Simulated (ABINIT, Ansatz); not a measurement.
# GePbS3 (Pm-3m): zone-centre phonons, part 3 of 4

Wanted: the vibrations of GePbS3 (Pm-3m) at Γ, by two programs.

ABINIT 10.8.3; DFT LDA, scalar-relativistic, plane waves, HGH norm-conserving pseudopotentials.

So far. Step 5 (Ground state): The cell stands at -0.58 GPa: the relaxation ran with a smoothed and higher cutoff, and the difference is a stress of the finite basis. Step 6 (Zone-centre response): The acoustic modes at Γ come out as far as 3.4 cm⁻¹ from zero, where they should vanish, a small numerical error. The lowest optical mode is imaginary, 135i cm⁻¹, an instability at this level and on this k mesh. The relaxed cell has a = 4.675 Å (conventional setting).

The structure was built from a prototype and need not be the compound's stable phase.

**7. Zone-centre analysis**

anaddb reads the merged derivatives and imposes the acoustic sum rule.

anaddb.abi reads:

```
ddb_filepath "gamma_DDB"
output_file "anaddb.abo"
outdata_prefix "anaddb"
asr 1
chneut 1
enunit 2
eivec 1
nph1l 1
qph1l 0.0 0.0 0.0 1.0
```

mrgddb.in reads:

```
gamma_DDB
merged
2
dfpt_gammao_DDB
gso_DDB
```

The run is started by

```
$ mrgddb < mrgddb.in > mrgddb.log
$ OMP_NUM_THREADS=1 anaddb anaddb.abi > anaddb.log
```

anaddb.abo, the main output file:

```text
-outvars_anaddb: echo values of input variables ----------------------

 Miscellaneous information :
      enunit         2
       eivec         1
         asr         1
 First list of wavevector (reduced coord.) :
       nph1l         1
       qph1l
                     0.00000000E+00  0.00000000E+00  0.00000000E+00    1.000E+00

================================================================================

 read the DDB information and perform some checks

  ==== Info on the Cryst% object ====
 Real(R)+Recip(G) space primitive vectors, cartesian coordinates (Bohr,Bohr^-1):
 R(1)=  8.8351474  0.0000000  0.0000000  G(1)=  0.1131843  0.0000000  0.0000000
 R(2)=  0.0000000  8.8351474  0.0000000  G(2)=  0.0000000  0.1131843  0.0000000
 R(3)=  0.0000000  0.0000000  8.8351474  G(3)=  0.0000000  0.0000000  0.1131843
 Unit cell volume ucvol=  6.8967010E+02 bohr^3
 Angles (23,13,12)=  9.00000000E+01  9.00000000E+01  9.00000000E+01 degrees
 Time-reversal symmetry is present
 Reduced atomic positions [iatom, xred, symbol]:
    1)    0.0000000  0.0000000  0.0000000  Pb
    2)    0.5000000  0.5000000  0.5000000  Ge
    3)    0.5000000  0.5000000  0.0000000   S
    4)    0.5000000  0.0000000  0.5000000   S
    5)    0.0000000  0.5000000  0.5000000   S

 DDB file with 3 blocks has been read.

================================================================================

 Treat the first list of vectors

  Phonon wavevector (reduced coordinates) :  0.00000  0.00000  0.00000
 Phonon energies in Hartree :
  -6.148834E-04 -6.148834E-04 -6.148834E-04 -4.565921E-04 -4.565921E-04
  -4.565921E-04 -1.332178E-04 -1.332178E-04 -1.332178E-04  0.000000E+00
   0.000000E+00  0.000000E+00  1.364033E-03  1.364033E-03  1.364033E-03
 Phonon energies in meV     :
- -1.673183E+01 -1.673183E+01 -1.673183E+01 -1.242450E+01 -1.242450E+01
- -1.242450E+01 -3.625040E+00 -3.625040E+00 -3.625040E+00  0.000000E+00
-  0.000000E+00  0.000000E+00  3.711723E+01  3.711723E+01  3.711723E+01
 Phonon frequencies in cm-1    :
- -1.349513E+02 -1.349513E+02 -1.349513E+02 -1.002104E+02 -1.002104E+02
- -1.002104E+02 -2.923792E+01 -2.923792E+01 -2.923792E+01  0.000000E+00
-  0.000000E+00  0.000000E+00  2.993706E+02  2.993706E+02  2.993706E+02
 Phonon frequencies in Thz     :
- -4.045738E+00 -4.045738E+00 -4.045738E+00 -3.004232E+00 -3.004232E+00
- -3.004232E+00 -8.765308E-01 -8.765308E-01 -8.765308E-01  0.000000E+00
-  0.000000E+00  0.000000E+00  8.974906E+00  8.974906E+00  8.974906E+00
 Phonon energies in Kelvin  :
- -1.941648E+02 -1.941648E+02 -1.941648E+02 -1.441804E+02 -1.441804E+02
- -1.441804E+02 -4.206684E+01 -4.206684E+01 -4.206684E+01  0.000000E+00
-  0.000000E+00  0.000000E+00  4.307275E+02  4.307275E+02  4.307275E+02

 Eigendisplacements
 (will be given, for each mode : in cartesian coordinates
   for each atom the real part of the displacement vector,
   then the imaginary part of the displacement vector - absolute values smaller than 1.0d-7 are set to zero)
  Mode number    1   Energy   -6.148834E-04
 Attention : low frequency mode.
   (Could be unstable or acoustic mode)
-  1  0.00000000E+00  0.00000000E+00 -5.73377713E-04
-     0.00000000E+00  0.00000000E+00  0.00000000E+00
-  2  0.00000000E+00  0.00000000E+00 -8.43357198E-04
-     0.00000000E+00  0.00000000E+00  0.00000000E+00
-  3  0.00000000E+00  0.00000000E+00  4.89578794E-04
-     0.00000000E+00  0.00000000E+00  0.00000000E+00
-  4  0.00000000E+00  0.00000000E+00  2.56254223E-03
-     0.00000000E+00  0.00000000E+00  0.00000000E+00
-  5  0.00000000E+00  0.00000000E+00  2.56254223E-03
-     0.00000000E+00  0.00000000E+00  0.00000000E+00
  Mode number    2   Energy   -6.148834E-04
 Attention : low frequency mode.
   (Could be unstable or acoustic mode)
-  1  0.00000000E+00 -5.73377713E-04  0.00000000E+00
-     0.00000000E+00  0.00000000E+00  0.00000000E+00
-  2  0.00000000E+00 -8.43357198E-04  0.00000000E+00
-     0.00000000E+00  0.00000000E+00  0.00000000E+00
-  3  0.00000000E+00  2.56254223E-03  0.00000000E+00
-     0.00000000E+00  0.00000000E+00  0.00000000E+00
-  4  0.00000000E+00  4.89578794E-04  0.00000000E+00
-     0.00000000E+00  0.00000000E+00  0.00000000E+00
-  5  0.00000000E+00  2.56254223E-03  0.00000000E+00
-     0.00000000E+00  0.00000000E+00  0.00000000E+00
  Mode number    3   Energy   -6.148834E-04
 Attention : low frequency mode.
   (Could be unstable or acoustic mode)
-  1  5.73377713E-04  0.00000000E+00  0.00000000E+00
-     0.00000000E+00  0.00000000E+00  0.00000000E+00
-  2  8.43357198E-04  0.00000000E+00  0.00000000E+00
-     0.00000000E+00  0.00000000E+00  0.00000000E+00
-  3 -2.56254223E-03  0.00000000E+00  0.00000000E+00
-     0.00000000E+00  0.00000000E+00  0.00000000E+00
-  4 -2.56254223E-03  0.00000000E+00  0.00000000E+00
-     0.00000000E+00  0.00000000E+00  0.00000000E+00
-  5 -4.89578794E-04  0.00000000E+00  0.00000000E+00
-     0.00000000E+00  0.00000000E+00  0.00000000E+00
  Mode number    4   Energy   -4.565921E-04
 Attention : low frequency mode.
   (Could be unstable or acoustic mode)
-  1  0.00000000E+00  0.00000000E+00  0.00000000E+00
-     0.00000000E+00  0.00000000E+00  0.00000000E+00
-  2  0.00000000E+00  0.00000000E+00  0.00000000E+00
-     0.00000000E+00  0.00000000E+00  0.00000000E+00
-  3  0.00000000E+00  0.00000000E+00  0.00000000E+00
-     0.00000000E+00  0.00000000E+00  0.00000000E+00
-  4  0.00000000E+00  0.00000000E+00  2.92470830E-03
-     0.00000000E+00  0.00000000E+00  0.00000000E+00
-  5  0.00000000E+00  0.00000000E+00 -2.92470830E-03
-     0.00000000E+00  0.00000000E+00  0.00000000E+00
  Mode number    5   Energy   -4.565921E-04
 Attention : low frequency mode.
   (Could be unstable or acoustic mode)
-  1  0.00000000E+00  0.00000000E+00  0.00000000E+00
-     0.00000000E+00  0.00000000E+00  0.00000000E+00
-  2  0.00000000E+00  0.00000000E+00  0.00000000E+00
-     0.00000000E+00  0.00000000E+00  0.00000000E+00
-  3  0.00000000E+00  2.92470830E-03  0.00000000E+00
-     0.00000000E+00  0.00000000E+00  0.00000000E+00
-  4  0.00000000E+00  0.00000000E+00  0.00000000E+00
-     0.00000000E+00  0.00000000E+00  0.00000000E+00
-  5  0.00000000E+00 -2.92470830E-03  0.00000000E+00
-     0.00000000E+00  0.00000000E+00  0.00000000E+00
  Mode number    6   Energy   -4.565921E-04
 Attention : low frequency mode.
   (Could be unstable or acoustic mode)
-  1  0.00000000E+00  0.00000000E+00  0.00000000E+00
-     0.00000000E+00  0.00000000E+00  0.00000000E+00
-  2  0.00000000E+00  0.00000000E+00  0.00000000E+00
-     0.00000000E+00  0.00000000E+00  0.00000000E+00
-  3  2.92470830E-03  0.00000000E+00  0.00000000E+00
-     0.00000000E+00  0.00000000E+00  0.00000000E+00
-  4 -2.92470830E-03  0.00000000E+00  0.00000000E+00
-     0.00000000E+00  0.00000000E+00  0.00000000E+00
-  5  0.00000000E+00  0.00000000E+00  0.00000000E+00
-     0.00000000E+00  0.00000000E+00  0.00000000E+00
  Mode number    7   Energy   -1.332178E-04
 Attention : low frequency mode.
   (Could be unstable or acoustic mode)
-  1  0.00000000E+00  0.00000000E+00 -9.26758105E-04
-     0.00000000E+00  0.00000000E+00  0.00000000E+00
-  2  0.00000000E+00  0.00000000E+00  2.12776960E-03
-     0.00000000E+00  0.00000000E+00  0.00000000E+00
-  3  0.00000000E+00  0.00000000E+00  1.14273291E-03
-     0.00000000E+00  0.00000000E+00  0.00000000E+00
-  4  0.00000000E+00  0.00000000E+00  1.37180441E-05
-     0.00000000E+00  0.00000000E+00  0.00000000E+00
-  5  0.00000000E+00  0.00000000E+00  1.37180441E-05
-     0.00000000E+00  0.00000000E+00  0.00000000E+00
  Mode number    8   Energy   -1.332178E-04
 Attention : low frequency mode.
   (Could be unstable or acoustic mode)
-  1  0.00000000E+00  9.26758105E-04  0.00000000E+00
-     0.00000000E+00  0.00000000E+00  0.00000000E+00
-  2  0.00000000E+00 -2.12776960E-03  0.00000000E+00
-     0.00000000E+00  0.00000000E+00  0.00000000E+00
-  3  0.00000000E+00 -1.37180441E-05  0.00000000E+00
-     0.00000000E+00  0.00000000E+00  0.00000000E+00
-  4  0.00000000E+00 -1.14273291E-03  0.00000000E+00
-     0.00000000E+00  0.00000000E+00  0.00000000E+00
-  5  0.00000000E+00 -1.37180441E-05  0.00000000E+00
-     0.00000000E+00  0.00000000E+00  0.00000000E+00
  Mode number    9   Energy   -1.332178E-04
 Attention : low frequency mode.
   (Could be unstable or acoustic mode)
-  1  9.26758105E-04  0.00000000E+00  0.00000000E+00
-     0.00000000E+00  0.00000000E+00  0.00000000E+00
-  2 -2.12776960E-03  0.00000000E+00  0.00000000E+00
-     0.00000000E+00  0.00000000E+00  0.00000000E+00
-  3 -1.37180441E-05  0.00000000E+00  0.00000000E+00
-     0.00000000E+00  0.00000000E+00  0.00000000E+00
-  4 -1.37180441E-05  0.00000000E+00  0.00000000E+00
-     0.00000000E+00  0.00000000E+00  0.00000000E+00
-  5 -1.14273291E-03  0.00000000E+00  0.00000000E+00
-     0.00000000E+00  0.00000000E+00  0.00000000E+00
  Mode number   10   Energy    0.000000E+00
 Attention : low frequency mode.
   (Could be unstable or acoustic mode)
-  1  0.00000000E+00  0.00000000E+00  1.20786431E-03
-     0.00000000E+00  0.00000000E+00  0.00000000E+00
-  2  0.00000000E+00  0.00000000E+00  1.20789294E-03
-     0.00000000E+00  0.00000000E+00  0.00000000E+00
-  3  0.00000000E+00  0.00000000E+00  1.20788479E-03
-     0.00000000E+00  0.00000000E+00  0.00000000E+00
-  4  0.00000000E+00  0.00000000E+00  1.20787476E-03
-     0.00000000E+00  0.00000000E+00  0.00000000E+00
-  5  0.00000000E+00  0.00000000E+00  1.20787476E-03
-     0.00000000E+00  0.00000000E+00  0.00000000E+00
  Mode number   11   Energy    0.000000E+00
 Attention : low frequency mode.
   (Could be unstable or acoustic mode)
-  1  0.00000000E+00  1.20786431E-03  0.00000000E+00
-     0.00000000E+00  0.00000000E+00  0.00000000E+00
-  2  0.00000000E+00  1.20789294E-03  0.00000000E+00
-     0.00000000E+00  0.00000000E+00  0.00000000E+00
-  3  0.00000000E+00  1.20787476E-03  0.00000000E+00
-     0.00000000E+00  0.00000000E+00  0.00000000E+00
-  4  0.00000000E+00  1.20788479E-03  0.00000000E+00
-     0.00000000E+00  0.00000000E+00  0.00000000E+00
-  5  0.00000000E+00  1.20787476E-03  0.00000000E+00
-     0.00000000E+00  0.00000000E+00  0.00000000E+00
  Mode number   12   Energy    0.000000E+00
 Attention : low frequency mode.
   (Could be unstable or acoustic mode)
-  1  1.20786431E-03  0.00000000E+00  0.00000000E+00
-     0.00000000E+00  0.00000000E+00  0.00000000E+00
-  2  1.20789294E-03  0.00000000E+00  0.00000000E+00
-     0.00000000E+00  0.00000000E+00  0.00000000E+00
-  3  1.20787476E-03  0.00000000E+00  0.00000000E+00
-     0.00000000E+00  0.00000000E+00  0.00000000E+00
-  4  1.20787476E-03  0.00000000E+00  0.00000000E+00
-     0.00000000E+00  0.00000000E+00  0.00000000E+00
-  5  1.20788479E-03  0.00000000E+00  0.00000000E+00
-     0.00000000E+00  0.00000000E+00  0.00000000E+00
  Mode number   13   Energy    1.364033E-03
-  1  0.00000000E+00  0.00000000E+00  3.17433886E-05
-     0.00000000E+00  0.00000000E+00  0.00000000E+00
-  2  0.00000000E+00  0.00000000E+00  9.26010945E-04
-     0.00000000E+00  0.00000000E+00  0.00000000E+00
-  3  0.00000000E+00  0.00000000E+00 -3.75543948E-03
-     0.00000000E+00  0.00000000E+00  0.00000000E+00
-  4  0.00000000E+00  0.00000000E+00  7.26736768E-04
-     0.00000000E+00  0.00000000E+00  0.00000000E+00
-  5  0.00000000E+00  0.00000000E+00  7.26736768E-04
-     0.00000000E+00  0.00000000E+00  0.00000000E+00
  Mode number   14   Energy    1.364033E-03
-  1  0.00000000E+00  3.17433886E-05  0.00000000E+00
-     0.00000000E+00  0.00000000E+00  0.00000000E+00
-  2  0.00000000E+00  9.26010945E-04  0.00000000E+00
-     0.00000000E+00  0.00000000E+00  0.00000000E+00
-  3  0.00000000E+00  7.26736768E-04  0.00000000E+00
-     0.00000000E+00  0.00000000E+00  0.00000000E+00
-  4  0.00000000E+00 -3.75543948E-03  0.00000000E+00
-     0.00000000E+00  0.00000000E+00  0.00000000E+00
-  5  0.00000000E+00  7.26736768E-04  0.00000000E+00
-     0.00000000E+00  0.00000000E+00  0.00000000E+00
  Mode number   15   Energy    1.364033E-03
-  1  3.17433886E-05  0.00000000E+00  0.00000000E+00
-     0.00000000E+00  0.00000000E+00  0.00000000E+00
-  2  9.26010945E-04  0.00000000E+00  0.00000000E+00
-     0.00000000E+00  0.00000000E+00  0.00000000E+00
-  3  7.26736768E-04  0.00000000E+00  0.00000000E+00
-     0.00000000E+00  0.00000000E+00  0.00000000E+00
-  4  7.26736768E-04  0.00000000E+00  0.00000000E+00
-     0.00000000E+00  0.00000000E+00  0.00000000E+00
-  5 -3.75543948E-03  0.00000000E+00  0.00000000E+00
-     0.00000000E+00  0.00000000E+00  0.00000000E+00

 Analysis of degeneracies and characters (maximum tolerance=1.00E-06 a.u.)
 For each vibration mode, or group of modes if degenerate,
 the characters are given for each symmetry operation (see the list in the log file).
 Symmetry characters of vibration mode #   1
       degenerate with vibration modes #   2 to    3
  3.0 -3.0 -1.0  1.0 -1.0  1.0 -1.0  1.0  1.0 -1.0 -1.0  1.0  1.0 -1.0 -1.0  1.0
 -0.0  0.0 -0.0  0.0  0.0 -0.0  0.0 -0.0  1.0 -1.0 -1.0  1.0 -1.0  1.0  1.0 -1.0
 -0.0  0.0  0.0 -0.0  0.0 -0.0 -0.0  0.0  1.0 -1.0  1.0 -1.0 -1.0  1.0 -1.0  1.0
 Symmetry characters of vibration mode #   4
       degenerate with vibration modes #   5 to    6
  3.0 -3.0 -1.0  1.0 -1.0  1.0 -1.0  1.0 -1.0  1.0  1.0 -1.0 -1.0  1.0  1.0 -1.0
  0.0 -0.0  0.0 -0.0 -0.0  0.0 -0.0  0.0 -1.0  1.0  1.0 -1.0  1.0 -1.0 -1.0  1.0
  0.0 -0.0 -0.0  0.0 -0.0  0.0  0.0 -0.0 -1.0  1.0 -1.0  1.0  1.0 -1.0  1.0 -1.0
 Symmetry characters of vibration mode #   7
       degenerate with vibration modes #   8 to    9
  3.0 -3.0 -1.0  1.0 -1.0  1.0 -1.0  1.0  1.0 -1.0 -1.0  1.0  1.0 -1.0 -1.0  1.0
 -0.0  0.0 -0.0  0.0  0.0 -0.0  0.0 -0.0  1.0 -1.0 -1.0  1.0 -1.0  1.0  1.0 -1.0
 -0.0  0.0  0.0 -0.0  0.0 -0.0 -0.0  0.0  1.0 -1.0  1.0 -1.0 -1.0  1.0 -1.0  1.0
 Symmetry characters of vibration mode #  10
       degenerate with vibration modes #  11 to   12
  3.0 -3.0 -1.0  1.0 -1.0  1.0 -1.0  1.0  1.0 -1.0 -1.0  1.0  1.0 -1.0 -1.0  1.0
 -0.0  0.0 -0.0  0.0  0.0 -0.0  0.0 -0.0  1.0 -1.0 -1.0  1.0 -1.0  1.0  1.0 -1.0
 -0.0  0.0  0.0 -0.0  0.0 -0.0 -0.0  0.0  1.0 -1.0  1.0 -1.0 -1.0  1.0 -1.0  1.0
 Symmetry characters of vibration mode #  13
       degenerate with vibration modes #  14 to   15
  3.0 -3.0 -1.0  1.0 -1.0  1.0 -1.0  1.0  1.0 -1.0 -1.0  1.0  1.0 -1.0 -1.0  1.0
 -0.0  0.0 -0.0  0.0  0.0 -0.0  0.0 -0.0  1.0 -1.0 -1.0  1.0 -1.0  1.0  1.0 -1.0
 -0.0  0.0  0.0 -0.0  0.0 -0.0 -0.0  0.0  1.0 -1.0  1.0 -1.0 -1.0  1.0 -1.0  1.0
-
```

It took 0.5 s on 1 thread of Arm Neoverse V1, shared host.

This step gave:

```yaml
lowest_optical_zone_centre_mode: -134.9 cm⁻¹
```

No LO-TO term; unit eigenvectors of the mass-weighted matrix, from anaddb's displacements. The modes at Γ (shares of kinetic energy by element, %) (negative means imaginary):

```csv
mode,frequency (cm⁻¹),symmetry,Pb %,Ge %,S %
1,-135.0,T1u,12,9,78
2,-135.0,T1u,12,9,78
3,-135.0,T1u,12,9,78
4,-100.2,T2u,0,0,100
5,-100.2,T2u,0,0,100
6,-100.2,T2u,0,0,100
7,-29.2,T1u,32,60,8
8,-29.2,T1u,32,60,8
9,-29.2,T1u,32,60,8
10,0.0,acoustic,55,19,26
11,0.0,acoustic,55,19,26
12,0.0,acoustic,55,19,26
13,299.4,T1u,0,11,89
14,299.4,T1u,0,11,89
15,299.4,T1u,0,11,89
```

Displacements in mode 2 (-135.0 cm⁻¹), the largest set to 1:
```
Pb1  0.00 -0.22  0.00
Ge2  0.00 -0.33  0.00
S3   0.00  1.00  0.00
S4   0.00  0.19  0.00
S5   0.00  1.00  0.00
```

Displacements in mode 5 (-100.2 cm⁻¹), the largest set to 1:
```
Pb1  0.00  0.00  0.00
Ge2  0.00  0.00  0.00
S3   0.00  1.00  0.00
S4   0.00  0.00  0.00
S5   0.00 -1.00  0.00
```

The rule moves no optical mode by more than 0.3 cm⁻¹.

(Continued in part 4 of 4.)

[Host names and launcher messages were left out of these logs when they were recorded.]

[Logs are printed without paths, hosts, clocks, repeated set-up lines and the standing remarks that a program may print on its own settings, such as how far it seeks lower states.]

[Hosts, paths, dates, database ids (printed as entryN), source tags and the programs' standing remarks are cut or masked in the printed files.]
